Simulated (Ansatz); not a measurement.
# Does disorder add resistance in series? Ta(100) layers displaced at 300 K

Two lengths of the disordered region are known. What area resistance does the third give?

Set-up. Ansatz 0.2.0, plane waves with PAW datasets at their recommended cutoffs (420 eV for most), Fermi-Dirac smearing; ballistic transmission by layer matching. The area resistance is RA = A (h/2e²)(1/T − 1/N), with T the zone-mean transmission per spin and N the lead's channels, both averaged over a few energies near the Fermi level; for magnets each spin is taken apart, with h/e², and the two conduct in parallel. Lateral cell 2x2, PBE, a fresh random draw for each length. Atoms are displaced independently, by 0.0653 Å r.m.s. per direction; each RA is scaled by the nominal over the drawn mean square displacement.

The runs, with one result withheld:

| length (Å) | channels N | RA (fΩ m²) |
| --- | --- | --- |
| 6.61 | 10.29 | 0.144 |
| 13.2 | 10.21 | 0.280 |
| 19.8 | 10.21 | ? |

**Fit on the rows shown.**

Ohm's law makes RA linear in the length: the slope is (0.280 − 0.144)/(13.2 − 6.61) = 0.0206 fΩ m² per Å, or 21 µΩ cm. Then 0.280 + 0.0206 × 6.61. Predicted: 0.416 fΩ m².

What the run gave:

0.437 fΩ m², so the prediction is 4.7 % too low. The three lengths together give 22 µΩ cm. The two increments are 0.14 and 0.16 fΩ m², roughly as Ohm's law has it, though with one draw for each length that is a weak test.

**Limits.** The scatterers repeat sideways with the small cell. The slope is a raw one; a model of isotropic scattering puts it 1.04 times the bulk value over these lengths. Spin-orbit coupling is left out, which matters for Ta.
